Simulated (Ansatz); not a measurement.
# A hypothetical structure for KBe2Te2, part 2 of 2

Starting from a made-up structure for KBe2Te2, the aim is the relaxed cell, its shortest contacts and, where a second run follows, its electronic structure.

Ansatz 0.2.0; DFT, r2SCAN, plane-wave PAW, files of the set soft_1, scalar-relativistic, no spin, cell and ions relaxed at zero pressure; PAW set soft_1 (the session's first sound run).

So far: Set-up; Relaxing cell and atoms. The relaxed cell has a = 4.386, c = 13.622 Å (conventional setting).

### 3. Electronic structure of the relaxed cell

With the geometry fixed, one more self-consistent run, with a narrower smearing and the mesh shown in its input, gives the bands, and its pressure, and its forces where symmetry allows any, show how far the geometry depends on these settings.

This step: DFT, r2SCAN, plane-wave PAW, files of the set soft_1, scalar-relativistic, no spin, bands and density of states at the relaxed cell; PAW set soft_1 (Ansatz 0.2.0).

input.yaml

```yaml
crystal:
  lattice:
    - [-2.1929416117, 2.1929416117, 6.8109157404]
    - [2.1929416117, -2.1929416117, 6.8109157404]
    - [2.1929416117, 2.1929416117, -6.8109157404]
  atoms:
    - { symbol: Te, position: [0.3436024336, 0.3436024336, 0.0] }
    - { symbol: Te, position: [0.6563975664, 0.6563975664, 0.0] }
    - { symbol: K, position: [0.0, 0.0, 0.0] }
    - { symbol: Be, position: [0.25, 0.75, 0.5] }
    - { symbol: Be, position: [0.75, 0.25, 0.5] }
kpoints:
  mp_grid: { grid: [10, 10, 10] }
  band_path:
    path:
      - [[0.0, 0.0, 0.0], [-0.5, 0.5, 0.0], [-0.5, 0.5, -0.05183381], [-0.2759169, 0.2759169, -0.2759169], [0.0, 0.0, 0.0], [0.5, 0.5, -0.5], [0.2759169, 0.7240831, -0.7240831], [0.0, 0.5, -0.5], [-0.25, 0.75, -0.25], [0.05183381, 0.94816619, -0.5], [0.5, 0.5, -0.5]]
      - [[-0.5, 0.5, 0.0], [-0.25, 0.75, -0.25]]
    npoints: 7
scf:
  occupations: { method: fermi_dirac, width: 0.03 }
  n_extra_bands: 9
hamiltonian:
  xc: r2scan
  pseudopotentials: { kind: paw, azcp: { folder: soft_1 } }
output:
  forces: true
  stress: true
  write_bands: true
  dos: { projected: true }
  write_density: true
  write_potential: true
  elf: true
  volumetric_format: npy
```

The run is started by

```sh
ansatz run input.yaml --threads 4 --pin off --max-ram 8192MiB --backend cpu --events-out ev --progress --plain --runs-dir out
```

Numbers of over 12 decimals in the logs are rounded to 6 here.

What it wrote:

```text
[...]
Crystal: 5 atoms, lattice volume = 131.015 Å³
Basis set: ecut = 500 eV, 3305 PW (Γ), FFT grids on a1−a2, a2, a1+a3, exchange–correlation on 192×240×128 points (64 copies of the dense FFT grid, shifted against one another)
Bands: 32, of which v1, the nominal top of the filled ones, is band 23 counted from 1 (22 counted from 0)
Symmetry: 16 space group operations
[...]
k-points: 102 of 1000
[...]
SCF iter   9: F=-15720.332258 eV  HF=-15720.332258 eV  |F-HF|=4.35e-8  |Δ(HF+E_count)|=   3.52e-7  Δρ=8.00e-6  dr2=7.13e-8  dr2_τ=7.11e-9  ethr=2.22e-10  ⟨swp⟩=16.8  Hψ=27554  notcnv=0
SCF 1 converged in 9 iterations: F = -15720.332258 eV  dr2 = 7.13e-8
[...]
NSCF: frozen V_eff on 79 k-points
SCF converged after 9 iterations
Free energy (F): -15720.332258 eV
[...]
Internal energy: -15720.329494 eV  (E = F + TS)
E sigma→0 (E₀):  -15720.330876 eV
Entropy (-TS):   -0.002763 eV (-0.553 meV/atom)
Fermi energy:    8.292366 eV
[...]
--- Forces (eV/Å), atoms counted from 1 ---
  atom   1  Te     0.00000000     0.00000000     0.00112972
  atom   2  Te     0.00000000    -0.00000000    -0.00112972
  atom   3  K     -0.00000000     0.00000000    -0.00000000
  atom   4  Be     0.00000000     0.00000000     0.00000000
  atom   5  Be     0.00000000    -0.00000000     0.00000000
  max |Σ_I F_I| component: 3.47e-18 eV/Å
--- Stress (GPa, compression-positive) ---
       -0.004276       0.000000       0.000000
        0.000000      -0.004276       0.000000
       -0.000000       0.000000      -0.016018
  P = ⅓ Tr σ = -0.0082 GPa (-0.082 kbar)
--- Band table (eV; the first three rows and the last of 102) ---
  k-point 0: bands = [... 19 lower, 5.0452, 5.0452, 5.1123, 6.9179, 8.5710, 8.6004, 8.7526, 11.8448, ... 5 higher]
  k-point 1: bands = [... 19 lower, 4.5379, 4.7336, 5.3889, 7.4469, 8.6966, 9.0512, 9.3437, 11.0706, ... 5 higher]
  k-point 2: bands = [... 19 lower, 3.7165, 4.1273, 5.6047, 8.7333, 9.2471, 9.3691, 10.0438, 10.9199, ... 5 higher]
  k-point 101: bands = [... 19 lower, 3.8664, 5.1167, 5.1167, 6.7956, 7.6962, 9.1214, 10.2649, 11.2346, ... 5 higher]
```

Elapsed: 19 s, on 4 threads of Arm Neoverse V2, shared host; peak memory 1.1 GiB.

The column dr2 measures how far the density is from self-consistency, as an energy; F and HF (Harris–Foulkes) agree once it is small.

This step gave:

```
free energy             : -15720.3323 eV
energy at zero smearing : -15720.3309 eV
smearing term TS        : 0.002763 eV
Fermi energy            : 8.292 eV
pressure                : -0.008190 GPa
```

bands.tsv at the labelled points (eV, zero at the Fermi level; the bands that come nearest the Fermi level along the path):

| point | band 19 | band 20 | band 21 | band 22 | band 23 | band 24 | band 25 | band 26 |
| --- | --- | --- | --- | --- | --- | --- | --- | --- |
| Γ | -5.66 | -3.25 | -3.25 | -3.18 | -1.37 | 0.28 | 0.31 | 0.46 |
| X | -5.42 | -5.20 | -5.15 | -4.62 | 0.63 | 1.28 | 2.08 | 2.15 |
| Y | -5.67 | -5.11 | -4.92 | -4.61 | 0.72 | 1.29 | 1.78 | 2.56 |
| S | -4.63 | -4.18 | -4.11 | -3.59 | -0.42 | 0.06 | 1.11 | 2.11 |
| Γ | -5.66 | -3.25 | -3.25 | -3.18 | -1.37 | 0.28 | 0.31 | 0.46 |
| Z | -5.37 | -4.43 | -3.18 | -3.18 | -1.50 | -0.60 | 0.83 | 1.97 |
| S1 | -4.63 | -4.18 | -4.11 | -3.59 | -0.42 | 0.06 | 1.11 | 2.11 |
| N | -4.42 | -4.33 | -4.20 | -3.60 | -0.28 | -0.07 | 1.58 | 1.96 |
| P | -5.41 | -5.17 | -5.17 | -4.65 | 1.11 | 1.32 | 1.61 | 1.61 |
| Y1 | -5.67 | -5.11 | -4.92 | -4.61 | 0.72 | 1.29 | 1.78 | 2.56 |
| Z | -5.37 | -4.43 | -3.18 | -3.18 | -1.50 | -0.60 | 0.83 | 1.97 |
| X | -5.42 | -5.20 | -5.15 | -4.62 | 0.63 | 1.28 | 2.08 | 2.15 |
| P | -5.41 | -5.17 | -5.17 | -4.65 | 1.11 | 1.32 | 1.61 | 1.61 |

Counts of states for the cell as run, both spins, by energy window (eV from the Fermi level):

```csv
from,to,total
-8,-7,1.75
-7,-6,2.18
-6,-5,2.39
-5,-4,3.00
-4,-3,2.49
-3,-2,0.19
-2,-1,0.10
-1,0,0.81
0,1,2.54
1,2,3.73
2,3,3.39
```

Below -8 eV lie 32.0 more states.

ELF in the ab plane of the cell as run, not the conventional one, at fractional z = 0.000, with atoms of Te and K within 0.2 Å of it. It is the smooth field of the valence electrons, not physical close to the nuclei.

Values, 11 rows by 16 columns, each cell a mean:
```
0.76 0.85 0.77 0.21 0.04 0.20 0.33 0.39 0.37 0.28 0.15 0.07 0.03 0.08 0.52 0.82
0.61 0.77 0.75 0.37 0.04 0.26 0.57 0.58 0.54 0.54 0.52 0.35 0.14 0.04 0.04 0.27
0.05 0.13 0.19 0.12 0.03 0.18 0.64 0.64 0.39 0.22 0.30 0.49 0.50 0.24 0.06 0.03
0.13 0.22 0.25 0.22 0.14 0.08 0.36 0.73 0.56 0.17 0.04 0.14 0.42 0.54 0.26 0.09
0.23 0.46 0.59 0.65 0.68 0.53 0.21 0.29 0.68 0.60 0.28 0.13 0.26 0.52 0.51 0.21
0.23 0.50 0.56 0.44 0.44 0.61 0.71 0.41 0.19 0.53 0.71 0.60 0.50 0.54 0.56 0.32
0.15 0.34 0.57 0.37 0.11 0.11 0.36 0.69 0.58 0.18 0.27 0.54 0.62 0.58 0.48 0.28
0.07 0.12 0.40 0.54 0.31 0.09 0.07 0.35 0.69 0.62 0.16 0.05 0.10 0.14 0.15 0.12
0.04 0.03 0.10 0.34 0.53 0.46 0.32 0.34 0.54 0.68 0.38 0.04 0.11 0.31 0.30 0.16
0.58 0.19 0.02 0.06 0.18 0.38 0.52 0.55 0.57 0.56 0.39 0.07 0.18 0.71 0.84 0.80
0.76 0.78 0.32 0.03 0.05 0.10 0.18 0.27 0.31 0.29 0.20 0.08 0.05 0.52 0.85 0.75
```
Columns run along a (7.5 Å), rows up along b (7.5 Å). Atoms in or near the plane, at fractional coordinates: Te at (0.34, 0.34), Te at (0.66, 0.66), K at (0.00, 0.00).

Valence density in the ab plane of the cell as run, not the conventional one, at fractional z = 0.000, with atoms of Te and K within 0.2 Å of it. It is the smooth field of the valence electrons, not physical close to the nuclei.

Values in e/Å³, 11 rows by 16 columns, each cell a mean:
```
 4  3  1  0  0  0  0  0  0  0  0  0  0  0  0  2
 1  1  1  0  0  0  0  0  0  0  0  0  0  0  0  0
 0  0  0  0  0  0  0  0  1  4  3  1  0  0  0  0
 0  0  0  0  0  0  0  0  1  7 15  8  1  0  0  0
 0  0  0  0  0  0  0  0  0  1  5  7  3  1  0  0
 0  0  0  1  1  1  0  0  0  0  0  1  1  0  0  0
 0  0  0  1  7 10  3  0  0  0  0  0  0  0  0  0
 0  0  0  0  3 11 11  2  0  0  0  0  0  0  0  0
 0  0  0  0  0  1  2  2  1  0  0  0  0  0  0  0
 1  0  0  0  0  0  0  0  0  0  0  0  0  1  1  1
 3  1  0  0  0  0  0  0  0  0  0  0  0  0  2  4
```
Columns run along a (7.5 Å), rows up along b (7.5 Å). Atoms in or near the plane, at fractional coordinates: Te at (0.34, 0.34), Te at (0.66, 0.66), K at (0.00, 0.00).

Electrostatic potential energy in the ab plane of the cell as run, not the conventional one, at fractional z = 0.000, with atoms of Te and K within 0.2 Å of it. With pseudopotentials it is smooth inside the atoms' cores, unlike the true potential.

Ten even steps from '0' (-29 eV) to '9' (10 eV), each cell a mean:
```
001689999999999999730
000589999999999999973
523589999887899999997
876789999853468999999
988889999830114899999
999999999841662389999
999999999971698248999
999999999985289616999
999889999998426604899
998766899999851103799
998621268999987435899
998602314899999888899
999714972489999999999
999851897169999999999
999983389328999999999
999997314216999999999
999999851026899988888
899999987667899987556
479999999888999986301
047999999999999987200
004899999999999998500
```
Columns run along a (7.5 Å; values clipped at the 3rd and 97th percentile), rows up along b (7.5 Å). Atoms in or near the plane, at fractional coordinates: Te at (0.34, 0.34), Te at (0.66, 0.66), K at (0.00, 0.00).

### 4. Outcome

- space group, relaxed: I4/mmm
- conventional cell: a = 4.386, b = 4.386, c = 13.622 Å; α = 90.0°, β = 90.0°, γ = 90.0°
- volume per atom: 26.20 Å³ (guess 23.32)

What this shows: KBe2Te2 relaxes to I4/mmm with a = 4.386, b = 4.386 and c = 13.622 Å. The guessed volume was 11 % too small. The space group I4/mmm was held in the relaxation, so the end point is a stationary structure within it and may be a saddle against distortions or other arrangements. Bands cross the Fermi level, so it is a metal or semimetal at this level. The electron count is odd, which forces that without spin polarisation or a larger cell. On the 10×10×10 mesh with the narrower smearing (relaxed on 10×10×10) the largest force component is 0.001 eV/Å and the largest stress component is 0.016 GPa, within the relaxation's thresholds of 0.015 eV/Å and 0.05 GPa. The cutoff wasn't tested. A vector of the cell changed its length by 11 %, more than the volume shows. Spin-orbit coupling is left out, which can matter for elements this heavy. No dispersion term is used, so weakly bound directions may come out too long. Nothing here tests whether the compound is stable against decomposition.

[Logs are printed without paths, hosts, clocks, repeated set-up lines and the standing remarks that a program may print on its own settings, such as how far it seeks lower states.]

[Hosts, paths, dates, database ids (printed as entryN), source tags and the programs' standing remarks are cut or masked in the printed files.]
